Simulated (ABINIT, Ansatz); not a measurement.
## KCaF3 (Pm-3m): G0W0 on several meshes in ABINIT

How does the mesh move the gap of KCaF3 (Pm-3m)?

Main program and level: ABINIT 10.8.3; PBEsol and many-body steps on it, plane waves.

**1. Set-up**

The structure is cubic, space group Pm-3m (No. 221). The conventional cell has a = 4.482 Å, b = 4.482 Å, c = 4.482 Å, α = 90.00°, β = 90.00°, γ = 90.00°. Nearest to K lie 12 F at 3.17 Å. Nearest to Ca lie 6 F at 2.24 Å. F has 2 Ca at 2.24 Å and 4 K at 3.17 Å nearest. Farther neighbours and most contacts between anions are not listed.

The cell and positions are those that the Materials Project relaxed with its own functionals (PBE, PBE+U or r2SCAN), kept fixed.

**2. Empty states on the mesh, 2×2×2 mesh, 182 bands**

This step: ABINIT 10.8.3; DFT, PBEsol, plane waves, norm-conserving pseudopotentials.

The sums over transitions need many empty states on a uniform mesh; this step solves for them.

Input file run.abi:

```
acell 3*1.0 Angstrom
rprim 
  4.481726000000 0.000000000000 0.000000000000
  0.000000000000 4.481726000000 0.000000000000
  0.000000000000 0.000000000000 4.481726000000
ntypat 3
znucl 19 20 9
natom 5
typat 1 2 3 3 3
xred 
  0.500000000000 0.500000000000 0.500000000000
  0.000000000000 0.000000000000 0.000000000000
  0.000000000000 0.500000000000 0.000000000000
  0.000000000000 0.000000000000 0.500000000000
  0.500000000000 0.000000000000 0.000000000000
pp_dirpath "pseudos"
pseudos "K.upf, Ca.upf, F.upf"
ecut 36
ngkpt 2 2 2
nshiftk 1
shiftk 0 0 0
kptopt 1
chksymbreak 0
iscf -2
irdden 1
istwfk *1
nband 182
nbdbuf 16
tolwfr 1e-09
nstep 60
prtvol 0
indata_prefix "in"
outdata_prefix "out"
tmpdata_prefix "tmp"
```

On the command line:

```
$ OMP_NUM_THREADS=1 mpirun -n 4 abinit run.abi > log
```

Numbers of over 12 decimals in the logs are rounded to 6 here.

The log of the run:

```text
.Version 10.8.3 of ABINIT. v10.8.2 released Aug 2026.

 Symmetries : space group Pm -3 m (#221); Bravais cP (primitive cubic)
[... echo of the input left out ...]
== DATASET  1 ==================================================================
-   mpi_nproc: 4, omp_nthreads: 1 (-1 if OMP is not activated)

--- !DatasetInfo
iteration_state: {dtset: 1, }
dimensions: {natom: 5, nkpt: 4, mband: 182, nsppol: 1, nspinor: 1, nspden: 1, mpw: 6302, }
cutoff_energies: {ecut:  36.0, pawecutdg:  -1.0, }
[...]
2.74807    2.74807    2.75895    2.75895    2.75895    2.79274    2.79274    2.79274
   2.83950    2.83950    2.83950    2.84576    2.86406    2.86407    2.88153    2.88153
   2.88153    2.92974    2.93017    2.93131    2.94617    2.94845
 prteigrs : prtvol=0 or 1, do not print more k-points.

== END DATASET(S) ==============================================================
================================================================================

 -outvars: echo values of variables after computation  --------
            nband         182
             nkpt           4
          spgroup         221
 [... the other variables as echoed above ...]

 Calculation completed.
```

It took 45 s on 4 MPI ranks of Arm Neoverse V2, shared host; peak memory 0.4 GiB; 3 min of CPU time.

This step gave:

```
gap                                                           : 6.057 eV
k of the valence top                                          : 0.5, 0.5, 0.5
k of the conduction bottom                                    : 0, 0, 0
least direct gap                                              : 6.237 eV
k points computed                                             : 4
lowest point of the top converged band, above the valence top : 75.9048 eV
```

On this mesh the gap is 6.057 eV.

The density comes from a self-consistent run that is not shown.

**3. Screening, 2×2×2 mesh, 79 bands, screening to 114.3 eV**

The RPA dielectric matrix is built and inverted for each q.

This step: RPA screening on PBEsol, plane waves, norm-conserving pseudopotentials.

Changes to run.abi since step 2:

```diff
@@ -23,10 +23,11 @@
 chksymbreak 0
-iscf -2
-irdden 1
 istwfk *1
-nband 182
-nbdbuf 16
-tolwfr 1e-09
-nstep 60
-prtvol 0
+occopt 1
+irdwfk 1
+optdriver 3
+nband 79
+ecuteps 4.2
+inclvkb 2
+awtr 1
+symchi 1
 indata_prefix "in"
```

The log of the run:

```text
.Version 10.8.3 of ABINIT. v10.8.2 released Aug 2026.

 Symmetries : space group Pm -3 m (#221); Bravais cP (primitive cubic)
[... echo of the input left out ...]
== DATASET  1 ==================================================================
-   mpi_nproc: 4, omp_nthreads: 1 (-1 if OMP is not activated)

--- !DatasetInfo
iteration_state: {dtset: 1, }
dimensions: {natom: 5, nkpt: 4, mband: 79, nsppol: 1, nspinor: 1, nspden: 1, mpw: 6302, }
cutoff_energies: {ecut:  36.0, pawecutdg:  -1.0, }
electrons: {nelect:   4.00000000E+01, charge:   0.00000000E+00, occopt:   1.00000000E+00, tsmear:   1.00000000E-02, }

 SCREENING: Calculation of the susceptibility and dielectric matrices

 Based on a program developped by R.W. Godby, V. Olevano, G. Onida, and L. Reining.
 Incorporated in ABINIT by V. Olevano, G.-M. Rignanese, and M. Torrent.
.Using double precision arithmetic ; gwpc =  8

[... cell and pseudopotentials left out ...]
--------------------------------------------------------------------------------

 ==== K-mesh for the wavefunctions ====
 Number of points in the irreducible wedge :     4
[... list of points left out ...]
 Together with 48 symmetry operations and time-reversal symmetry
 yields     8 points in the full Brillouin Zone.

 ==== Q-mesh for the screening function ====
 Number of points in the irreducible wedge :     4
[... list of points left out ...]
 Together with 48 symmetry operations and time-reversal symmetry
 yields     8 points in the full Brillouin Zone.

 setmesh: FFT mesh size selected  =    32x   32x   32
          total number of points  =        32768

 vcoul_init : cutoff-mode = AUXILIARY_FUNCTION
 q-points for optical limit:   1
     1)      0.000010    0.000020    0.000030

- screening: taking advantage of time-reversal symmetry
- Maximum band index for partially occupied states nbvw = 20
- Remaining bands to be divided among processors   nbcw = 59
- Number of bands treated by each node ~14

 Number of electrons calculated from density =   40.0000; Expected =   40.0000
 average of density, n =  0.065846
 r_s =    1.5362
 omega_plasma =   24.7525 [eV]

 calculating chi0 at frequencies [eV] :
  1    0.000000E+00    0.000000E+00
  2    0.000000E+00    2.475252E+01

--------------------------------------------------------------------------------
  q-point number  1        q = ( 0.000000, 0.000000, 0.000000) [r.l.u.]
--------------------------------------------------------------------------------
[... chi0 elements left out ...]
 For q-point:  0.000010 0.000020 0.000030
  dielectric constant =   2.0007
  dielectric constant without local fields =   2.1593

  Average fulfillment of the sum rule on Im[epsilon] for q-point    1 :     38.80  [%]
[... wings left out ...]
  q-point number  2        q = ( 0.500000, 0.000000, 0.000000) [r.l.u.]
--------------------------------------------------------------------------------
[... chi0 elements left out ...]
  Average fulfillment of the sum rule on Im[epsilon] for q-point    2 :     46.25  [%]

 [... 2 further q-points ...]
```

Wall time 11 s (4 MPI ranks); peak memory 0.83 GiB.

This step gave:

```yaml
eps_infinity_with_local_fields_on_this_mesh_along_the_program_s_q_direction: 2.001
the_same_without_local_fields: 2.159
plasma_frequency: 24.75 eV
plane_waves_in_the_screening_matrix: 251
```

Local fields lower ε∞ by 7 %. On a Γ-centred mesh this coarse the value itself is usually too large, while a short band sum pulls it down.

**4. 2×2×2**

The self-energy is evaluated for the states that the input lists, and the levels follow from it, in one-shot runs by the linearised quasiparticle equation.

This step: G0W0 on PBEsol, plane waves, norm-conserving pseudopotentials.

Changes to run.abi since step 3:

```diff
@@ -26,8 +26,17 @@
 irdwfk 1
-optdriver 3
+optdriver 4
 nband 79
+gwcalctyp 0
+ecutsigx 36
+symsigma 1
+nkptgw 2
+kptgw 
+  0.5000000000 0.5000000000 0.5000000000
+  0.0000000000 0.0000000000 0.0000000000
+bdgw 
+  18 23
+  18 24
 ecuteps 4.2
-inclvkb 2
-awtr 1
-symchi 1
+irdscr 1
+ppmodel 1
 indata_prefix "in"
```

The log of the run:

```text
.Version 10.8.3 of ABINIT. v10.8.2 released Aug 2026.

 Symmetries : space group Pm -3 m (#221); Bravais cP (primitive cubic)
[... echo of the input left out ...]
== DATASET  1 ==================================================================
-   mpi_nproc: 4, omp_nthreads: 1 (-1 if OMP is not activated)

--- !DatasetInfo
iteration_state: {dtset: 1, }
dimensions: {natom: 5, nkpt: 4, mband: 79, nsppol: 1, nspinor: 1, nspden: 1, mpw: 6302, }
cutoff_energies: {ecut:  36.0, pawecutdg:  -1.0, }
electrons: {nelect:   4.00000000E+01, charge:   0.00000000E+00, occopt:   1.00000000E+00, tsmear:   1.00000000E-02, }

 SIGMA: Calculation of the GW corrections

 Based on a program developped by R.W. Godby, V. Olevano, G. Onida, and L. Reining.
 Incorporated in ABINIT by V. Olevano, G.-M. Rignanese, and M. Torrent.
.Using double precision arithmetic ; gwpc =  8

[... cell and pseudopotentials left out ...]
--------------------------------------------------------------------------------

 ==== K-mesh for the wavefunctions ====
 Number of points in the irreducible wedge :     4
[... list of points left out ...]
 Together with 48 symmetry operations and time-reversal symmetry
 yields     8 points in the full Brillouin Zone.

 ==== Q-mesh for screening function ====
 Number of points in the irreducible wedge :     4
[... list of points left out ...]
 Together with 48 symmetry operations and time-reversal symmetry
 yields     8 points in the full Brillouin Zone.

 vcoul_init : cutoff-mode = AUXILIARY_FUNCTION
 q-points for optical limit:   1
     1)      0.000010    0.000020    0.000030
 setmesh: FFT mesh size selected  =    45x   45x   45
          total number of points  =        91125

 Number of electrons calculated from density =   40.0000; Expected =   40.0000
 average of density, n =  0.065846
 r_s =    1.5362
 omega_plasma =   24.7525 [eV]

 === KS Band Gaps ===
  >>>> For spin  1
   Minimum direct gap =   6.2372 [eV], located at k-point      :   0.0000  0.0000  0.0000
   Fundamental gap    =   6.0567 [eV], Top of valence bands at :   0.5000  0.5000  0.5000
                                       Bottom of conduction at :   0.0000  0.0000  0.0000
 SIGMA fundamental parameters:
 PLASMON POLE MODEL  1
 number of plane-waves for SigmaX                 6235
 number of plane-waves for SigmaC and W            251
 number of plane-waves for wavefunctions          6235
 number of bands                                    79
 number of independent spin polarizations            1
 number of spinorial components                      1
 number of k-points in IBZ                           4
 number of q-points in IBZ                           4
 number of symmetry operations                      48
 number of k-points in BZ                            8
 number of q-points in BZ                            8
 number of frequencies for dSigma/dE                 9
 frequency step for dSigma/dE [eV]                0.25
 number of omega for Sigma on real axis              0
 max omega for Sigma on real axis  [eV]           0.00
 zcut for avoiding poles [eV]                     0.10

 EPSILON^-1 parameters (SCR file):
 dimension of the eps^-1 matrix on file            251
 dimension of the eps^-1 matrix used               251
 number of plane-waves for wavefunctions          6235
 number of bands                                    79
 number of q-points in IBZ                           4
 number of frequencies                               2
 number of real frequencies                          1
 number of imag frequencies                          1

 matrix elements of self-energy operator (all in [eV])

 Perturbative Calculation

--- !SelfEnergy_ee
iteration_state: {dtset: 1, }
kpoint     : [   0.500,    0.500,    0.500, ]
spin       : 1
KS_gap     :    9.665
QP_gap     :   14.220
Delta_QP_KS:    4.555
data: !SigmaeeData |
     Band     E0 <VxcDFT>   SigX SigC(E0)      Z dSigC/dE  Sig(E)    E-E0       E
       18  -0.452 -22.095 -29.579   5.069   0.806  -0.240 -24.043  -1.948  -2.400
       19  -0.452 -22.095 -29.579   5.069   0.806  -0.240 -24.043  -1.948  -2.400
       20  -0.452 -22.095 -29.579   5.069   0.806  -0.240 -24.043  -1.948  -2.400
       21   9.213  -9.943  -4.578  -2.456   0.896  -0.116  -7.337   2.607  11.820
       22   9.213  -9.943  -4.578  -2.456   0.896  -0.116  -7.337   2.607  11.820
       23   9.213  -9.943  -4.578  -2.456   0.896  -0.116  -7.337   2.607  11.820

--- !SelfEnergy_ee
iteration_state: {dtset: 1, }
kpoint     : [   0.000,    0.000,    0.000, ]
spin       : 1
KS_gap     :    6.237
QP_gap     :    9.739
Delta_QP_KS:    3.502
data: !SigmaeeData |
     Band     E0 <VxcDFT>   SigX SigC(E0)      Z dSigC/dE  Sig(E)    E-E0       E
[...]
22   8.376 -12.906  -6.207  -2.764   0.883  -0.132  -9.430   3.475  11.851
       23   8.376 -12.906  -6.207  -2.764   0.883  -0.132  -9.430   3.475  11.851
       24   8.376 -12.906  -6.207  -2.764   0.883  -0.132  -9.430   3.475  11.851

== END DATASET(S) ==============================================================
================================================================================

 -outvars: echo values of variables after computation  --------
           etotal      0.0000000000E+00
            nband          79
             nkpt           4
          spgroup         221
 [... the other variables as echoed above ...]

 Calculation completed.
```

The job ended after 6.2 s (4 MPI ranks; peak memory 0.76 GiB).

Numbers from this step:

```yaml
g0w0_gap_on_the_points_computed: 9.529 eV
starting_gap_on_the_mesh: 6.057 eV
k_of_the_valence_top: 0.5, 0.5, 0.5
k_of_the_conduction_bottom: 0, 0, 0
z_at_the_valence_top: 0.806
z_at_the_conduction_bottom: 0.899
least_direct_g0w0_gap_on_the_computed_points: 9.739 eV
```

The gap on the mesh goes from 6.06 eV to 9.53 eV, a correction of +3.47 eV.

**5. Empty states on the mesh, 4×4×4 mesh, 85 bands**

This step: DFT, PBEsol, plane waves, norm-conserving pseudopotentials.

Changes to run.abi since step 4:

```diff
@@ -18,3 +18,3 @@
 ecut 36
-ngkpt 2 2 2
+ngkpt 4 4 4
 nshiftk 1
@@ -23,20 +23,10 @@
 chksymbreak 0
+iscf -2
+irdden 1
 istwfk *1
-occopt 1
-irdwfk 1
-optdriver 4
-nband 79
-gwcalctyp 0
-ecutsigx 36
-symsigma 1
-nkptgw 2
-kptgw 
-  0.5000000000 0.5000000000 0.5000000000
-  0.0000000000 0.0000000000 0.0000000000
-bdgw 
-  18 23
-  18 24
-ecuteps 4.2
-irdscr 1
-ppmodel 1
+nband 85
+nbdbuf 6
+tolwfr 1e-09
+nstep 60
+prtvol 0
 indata_prefix "in"
```

The log of the run:

```text
.Version 10.8.3 of ABINIT. v10.8.2 released Aug 2026.

 Symmetries : space group Pm -3 m (#221); Bravais cP (primitive cubic)
[... echo of the input left out ...]
== DATASET  1 ==================================================================
-   mpi_nproc: 4, omp_nthreads: 1 (-1 if OMP is not activated)

--- !DatasetInfo
iteration_state: {dtset: 1, }
dimensions: {natom: 5, nkpt: 10, mband: 85, nsppol: 1, nspinor: 1, nspden: 1, mpw: 6302, }
cutoff_energies: {ecut:  36.0, pawecutdg:  -1.0, }
[...]
1.26544    1.27484    1.29406    1.29406    1.29406    1.38424    1.38424    1.38424
   1.41997    1.44827    1.44827    1.48281    1.48281    1.48281    1.51872    1.51872
   1.51872    1.55857    1.55857    1.55857    1.60793
 prteigrs : prtvol=0 or 1, do not print more k-points.

== END DATASET(S) ==============================================================
================================================================================

 -outvars: echo values of variables after computation  --------
            nband          85
             nkpt          10
          spgroup         221
 [... the other variables as echoed above ...]

 Calculation completed.
```

It took 41 s on 4 MPI ranks; peak memory 0.37 GiB; 2.7 min of CPU time.

This step gave:

```yaml
gap: 6.057 eV
k_of_the_valence_top: 0.5, 0.5, 0.5
k_of_the_conduction_bottom: 0, 0, 0
least_direct_gap: 6.237 eV
k_points_computed: 10
lowest_point_of_the_top_converged_band_above_the_valence_top: 40.36 eV
```

On this mesh the gap is 6.057 eV.

[end of part 1 of 2]

[Paths, hosts, dates, memory and timing lines, banners, echoed tables and standing remarks are left out of the program output.]

[Logs are printed without paths, hosts, clocks, repeated set-up lines and the standing remarks that a program may print on its own settings, such as how far it seeks lower states.]

[Runs of the session that timed out or met a known fault of the program may be left out.]

[Hosts, paths, dates, database ids (printed as entryN), source tags and the programs' standing remarks are cut or masked in the printed files.]

[G0W0 gaps are taken among the corrected bands and points alone; a level outside them can change the order at an edge.]

[Where Ansatz stands beside ABINIT at settings called matched, ABINIT's density can come from a denser mesh and the files from another edition; pairs whose starting gaps differed by over 0.03 eV were left out, so agreement reads better than it is.]
